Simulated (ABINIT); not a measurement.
## Quasiparticle gap of CsGeCl3 (R3m) in ABINIT

Wanted: ground state, empty states, screening and self-energy for CsGeCl3 (R3m).

Calculated with ABINIT 10.8.3; LDA and many-body steps on it, plane waves.

### 1. Starting point

It takes space group R3m (No. 160, trigonal). The conventional cell has a = 7.694 Å, b = 7.694 Å, c = 9.535 Å, α = 90.00°, β = 90.00°, γ = 120.00°. Nearest to Cs lie 12 Cl at 3.86 to 3.90 Å. Ge has 3 Cl at 2.37 Å nearest. Nearest to Cl lie 2 Ge at 2.37 to 3.10 Å and 4 Cs at 3.86 to 3.90 Å. Farther neighbours and most contacts between anions are not listed.

The cell and positions are those that the Materials Project relaxed with its own functionals (PBE, PBE+U or r2SCAN), kept fixed. Spin-orbit coupling is left out unless a step names it.

### 2. Ground state

This step: ABINIT 10.8.3; DFT, LDA, plane waves, norm-conserving pseudopotentials.

The ground-state density comes first.

The input, run.abi:

```
acell 3*1.0 Angstrom
rprim 
  3.846816390705 2.220960478697 3.178300533600
  -3.846816390705 2.220960478697 3.178300533600
  -0.000000000000 -4.441920957394 3.178300533600
ntypat 3
znucl 55 32 17
natom 5
typat 1 2 3 3 3
xred 
  0.998403350000 0.998403350000 0.998403350000
  0.515533150000 0.515533150000 0.515533150000
  0.496712670000 0.496712670000 0.948638170000
  0.496712670000 0.948638170000 0.496712670000
  0.948638170000 0.496712670000 0.496712670000
pp_dirpath "pseudos"
pseudos "Cs.upf, Ge.upf, Cl.upf"
ecut 56
ngkpt 4 4 4
nshiftk 1
shiftk 0 0 0
kptopt 1
chksymbreak 0
nband 32
occopt 1
tolvrs 1e-08
nstep 60
prtwf 0
optforces 0
optstress 0
indata_prefix "in"
outdata_prefix "out"
tmpdata_prefix "tmp"
```

Run with:

```console
$ OMP_NUM_THREADS=1 mpirun -n 4 abinit run.abi > log
```

Numbers of over 12 decimals in the logs are rounded to 6 here.

Log:

```text
.Version 10.8.3 of ABINIT. v10.8.2 released Aug 2026.

 Symmetries : space group R3 m (#160); Bravais hR (rhombohedral)
================================================================================
 Values of the parameters that define the memory need of the present run
     intxc =       0    ionmov =       0      iscf =       7    lmnmax =       8
     lnmax =       8     mgfft =      72  mpssoang =       4    mqgrid =    3477
     natom =       5  nloc_mem =       1    nspden =       1   nspinor =       1
    nsppol =       1      nsym =       6    n1xccc =    2501    ntypat =       3
    occopt =       1   xclevel =       1
-    mband =          32        mffmem =           1         mkmem =           4
       mpw =       22022          nfft =      373248          nkpt =          13
================================================================================
  Rough estimation (10% accuracy) of disk space for files :
================================================================================

--------------------------------------------------------------------------------
------------- Echo of variables that govern the present computation ------------
--------------------------------------------------------------------------------
 -outvars: echo values of preprocessed input variables --------
            acell      1.8897261259E+00  1.8897261259E+00  1.8897261259E+00 Bohr

      chksymbreak           0
             ecut      5.60000000E+01 Hartree
-          fftalg         312

              ixc       -1012
              kpt      0.00000000E+00  0.00000000E+00  0.00000000E+00
                       2.50000000E-01  0.00000000E+00  0.00000000E+00
                       5.00000000E-01  0.00000000E+00  0.00000000E+00
                       2.50000000E-01  2.50000000E-01  0.00000000E+00
                       5.00000000E-01  2.50000000E-01  0.00000000E+00
                      -2.50000000E-01  2.50000000E-01  0.00000000E+00
                       5.00000000E-01  5.00000000E-01  0.00000000E+00
                       2.50000000E-01  2.50000000E-01  2.50000000E-01
                       5.00000000E-01  2.50000000E-01  2.50000000E-01
                      -2.50000000E-01  2.50000000E-01  2.50000000E-01
                       5.00000000E-01  5.00000000E-01  2.50000000E-01
[...]
kptrlatt        4    0    0      0    4    0      0    0    4
          kptrlen      4.12859144E+01
P           mkmem           4
            natom           5
            nband          32
            ngfft          72      72      72
             nkpt          13
            nstep          60
             nsym           6
           ntypat           3
              occ      2.000000  2.000000  2.000000  2.000000  2.000000  2.000000
                       2.000000  2.000000  2.000000  2.000000  2.000000  2.000000
                       2.000000  2.000000  2.000000  2.000000  2.000000  2.000000
                       2.000000  2.000000  2.000000  2.000000  2.000000  2.000000
                       2.000000  2.000000  0.000000  0.000000  0.000000  0.000000
                       0.000000  0.000000
        optforces           0
        optstress           0
            prtwf           0
            rprim      3.8468163907E+00  2.2209604787E+00  3.1783005336E+00
[...]
spgroup         160

           tolvrs      1.00000000E-08

             xred      9.9840335000E-01  9.9840335000E-01  9.9840335000E-01
[...]
znucl       55.00000   32.00000   17.00000

================================================================================

 chkinp: Checking input parameters for consistency.

================================================================================
== DATASET  1 ==================================================================
-   mpi_nproc: 4, omp_nthreads: 1 (-1 if OMP is not activated)

--- !DatasetInfo
iteration_state: {dtset: 1, }
dimensions: {natom: 5, nkpt: 13, mband: 32, nsppol: 1, nspinor: 1, nspden: 1, mpw: 22022, }
cutoff_energies: {ecut:  56.0, pawecutdg:  -1.0, }
electrons: {nelect:   5.20000000E+01, charge:   0.00000000E+00, occopt:   1.00000000E+00, tsmear:   1.00000000E-02, }

 Real(R)+Recip(G) space primitive vectors, cartesian coordinates (Bohr,Bohr^-1):
 R(1)=  7.2694294  4.1970070  6.0061176  G(1)=  0.0687812  0.0397108  0.0554990
 R(2)= -7.2694294  4.1970070  6.0061176  G(2)= -0.0687812  0.0397108  0.0554990
 R(3)=  0.0000000 -8.3940141  6.0061176  G(3)=  0.0000000 -0.0794217  0.0554990
 Unit cell volume ucvol=  1.0994743E+03 bohr^3
 Angles (23,13,12)=  8.95462282E+01  8.95462282E+01  8.95462282E+01 degrees

 getcut: wavevector=  0.0000  0.0000  0.0000  ngfft=  72  72  72
         ecut(hartree)=     56.000   => boxcut(ratio)=   2.07090

--- Pseudopotential description ------------------------------------------------
- Cs Generated using ONCVPSP code by D. R. Hamann
- 55.00000   9.00000  201201                  znucl, zion, pspdat
12 -1012 3 -1 2328                            pspcod,pspxc,lmax,lloc,mmax
     nproj     2     2     2     2
  pspatm : epsatm=   21.68725381
         --- l  ekb(1:nproj) -->
[...]
pspatm: atomic psp has been read  and splines computed

- Ge Generated using ONCVPSP code by D. R. Hamann
- 32.00000  22.00000  201201                  znucl, zion, pspdat
12 -1012 2 -1 1524                            pspcod,pspxc,lmax,lloc,mmax
     nproj     2     2     2     0
  pspatm : epsatm=   22.63792625
         --- l  ekb(1:nproj) -->
[...]
pspatm: atomic psp has been read  and splines computed

- Cl Generated using ONCVPSP code by D. R. Hamann
- 17.00000   7.00000  180309                  znucl, zion, pspdat
12 -1012 2 -1 1016                            pspcod,pspxc,lmax,lloc,mmax
     nproj     2     2     2     0
  pspatm : epsatm=    8.88507506
         --- l  ekb(1:nproj) -->
[...]
pspatm: atomic psp has been read  and splines computed

   3.69098107E+03                                ecore*ucvol(ha*bohr**3)
--------------------------------------------------------------------------------

_setup2: Arith. and geom. avg. npw (full set) are   22005.797   22005.792

================================================================================

--- !BeginCycle
iteration_state: {dtset: 1, }
solver: {iscf: 7, nstep: 60, nline: 4, wfoptalg: 0, }
tolerances: {tolvrs: 1.00E-08, }

     iter   Etot(hartree)      deltaE(h)  residm     vres2
 ETOT  1  -346.58757703577    -3.466E+02 7.487E-01 1.296E+04
 ETOT  2  -350.05068106251    -3.463E+00 7.253E-02 2.125E+04
 ETOT  3  -352.09636133415    -2.046E+00 2.292E-02 2.404E+03
 ETOT  4  -352.19794956111    -1.016E-01 1.144E-02 1.559E+03
 ETOT  5  -352.28680674605    -8.886E-02 1.210E-03 5.763E+02
 ETOT  6  -352.31205484195    -2.525E-02 2.829E-03 2.739E+02
 ETOT  7  -352.33135855306    -1.930E-02 2.152E-03 2.933E+01
 ETOT  8  -352.33343579133    -2.077E-03 1.104E-03 1.773E+00
 ETOT  9  -352.33356807167    -1.323E-04 2.420E-04 4.910E-02
 ETOT 10  -352.33357261829    -4.547E-06 1.342E-04 1.193E-04
 ETOT 11  -352.33357264590    -2.761E-08 4.881E-05 1.355E-05
 ETOT 12  -352.33357264746    -1.555E-09 7.703E-05 1.283E-06
 ETOT 13  -352.33357264757    -1.123E-10 2.707E-05 3.106E-07
 ETOT 14  -352.33357264754     3.246E-11 4.123E-05 3.429E-08
 ETOT 15  -352.33357264755    -1.546E-11 1.462E-05 1.171E-09

 At SCF step   15       vres2   =  1.17E-09 < tolvrs=  1.00E-08 =>converged.

--- !ResultsGS
iteration_state: {dtset: 1, }
comment   : Summary of ground state results
lattice_vectors:
- [  7.2694294,   4.1970070,   6.0061176, ]
- [ -7.2694294,   4.1970070,   6.0061176, ]
- [ -0.0000000,  -8.3940141,   6.0061176, ]
lattice_lengths: [  10.32148,   10.32148,   10.32148, ]
lattice_angles: [ 89.546,  89.546,  89.546, ] # degrees, (23, 13, 12)
lattice_volume:   1.0994743E+03
convergence: {deltae: -1.546E-11, res2:  1.171E-09, residm:  1.462E-05, diffor:  0.000E+00, }
etotal    :  -3.52333573E+02
entropy   :   0.00000000E+00
fermie    :   7.19807518E-02
cartesian_stress_tensor: null
pressure_GPa: null
xred      :
- [  9.9840E-01,   9.9840E-01,   9.9840E-01, Cs]
- [  5.1553E-01,   5.1553E-01,   5.1553E-01, Ge]
- [  4.9671E-01,   4.9671E-01,   9.4864E-01, Cl]
- [  4.9671E-01,   9.4864E-01,   4.9671E-01, Cl]
- [  9.4864E-01,   4.9671E-01,   4.9671E-01, Cl]
cartesian_forces: null
force_length_stats: {min: null, max: null, mean: null, }

 Integrated electronic density in atomic spheres:
 ------------------------------------------------
 Atom  Sphere_radius  Integrated_density
[...]
================================================================================

 ----iterations are completed or convergence reached----

 Mean square residual over all n,k,spin=   81.697E-09; max=  14.623E-06
 reduced coordinates (array xred) for    5 atoms
       0.998403350000      0.998403350000      0.998403350000
       0.515533150000      0.515533150000      0.515533150000
       0.496712670000      0.496712670000      0.948638170000
       0.496712670000      0.948638170000      0.496712670000
       0.948638170000      0.496712670000      0.496712670000
 rms dE/dt=  0.0000E+00; max dE/dt=  0.0000E+00; dE/dt below (all hartree)
    1       0.000000000000      0.000000000000      0.000000000000
    2       0.000000000000      0.000000000000      0.000000000000
    3       0.000000000000      0.000000000000      0.000000000000
    4       0.000000000000      0.000000000000      0.000000000000
    5       0.000000000000      0.000000000000      0.000000000000

 cartesian coordinates (angstrom) at end:
    1      0.000000     0.000000     9.519678
    2     -0.000000     0.000000     4.915558
    3     -0.000000    -2.007417     6.172461
    4     -1.738474     1.003709     6.172461
    5      1.738474     1.003709     6.172461
 length scales=  1.889726125908  1.889726125908  1.889726125908 bohr
              =  1.000000000000  1.000000000000  1.000000000000 angstroms
 prteigrs : about to open file out_EIG
 Fermi (or HOMO) energy (hartree) =   0.07198   Average Vxc (hartree)=  -0.31317
 Eigenvalues (hartree) for nkpt=  13  k points:
 kpt#   1, nband= 32, wtk=  0.01563, kpt=  0.0000  0.0000  0.0000 (reduced coord)
  -5.91010   -3.98668   -3.98668   -3.98531   -0.83432   -0.83432   -0.83292   -0.83292
  -0.83209   -0.70671   -0.49768   -0.46637   -0.46637   -0.22011   -0.21994   -0.21994
  -0.19166   -0.11039   -0.11039   -0.07877   -0.02980   -0.02980   -0.02316   -0.01935
  -0.01935   -0.01249    0.19037    0.22266    0.22266    0.24897    0.25604    0.25604
 prteigrs : prtvol=0 or 1, do not print more k-points.

--- !EnergyTerms
iteration_state     : {dtset: 1, }
comment             : Components of total free energy in Hartree
kinetic             :  1.55265087897587E+02
hartree             :  1.71757401403163E+02
xc                  : -4.72943812328144E+01
Ewald energy        : -1.32965180889418E+02
psp_core            :  3.35704154996994E+00
local_psp           : -4.40977514499584E+02
non_local_psp       : -6.14760268764532E+01
total_energy        : -3.52333572647551E+02
total_energy_eV     : -9.58748493273892E+03
band_energy         : -5.08413983604801E+01

== END DATASET(S) ==============================================================
================================================================================

 -outvars: echo values of variables after computation  --------
           etotal     -3.5233357265E+02
            nband          32
             nkpt          13
          spgroup         160
 [... the other variables as echoed above ...]

 Calculation completed.
```

It took 2 min on 4 MPI ranks of Intel Xeon 6975P-C (Granite Rapids), shared host; peak memory 0.79 GiB; 7.9 min of CPU time.

This step gave:

```
total energy               : -9587.4849 eV
gap                        : 1.977 eV
k of the valence top       : 0.5, 0.5, 0.5
k of the conduction bottom : 0.5, 0.5, 0.5
least direct gap           : 1.977 eV
```

The gap is direct, at (0.500, 0.500, 0.500).

(Part 1 of 3 ends here.)

[Paths, hosts, dates, memory and timing lines, banners, echoed tables and standing remarks are left out of the program output.]

[Logs are printed without paths, hosts, clocks, repeated set-up lines and the standing remarks that a program may print on its own settings, such as how far it seeks lower states.]

[Runs of the session that timed out or met a known fault of the program may be left out.]

[Hosts, paths, dates, database ids (printed as entryN), source tags and the programs' standing remarks are cut or masked in the printed files.]

[G0W0 gaps are taken among the corrected bands and points alone; a level outside them can change the order at an edge.]

[Where Ansatz stands beside ABINIT at settings called matched, ABINIT's density can come from a denser mesh and the files from another edition; pairs whose starting gaps differed by over 0.03 eV were left out, so agreement reads better than it is.]
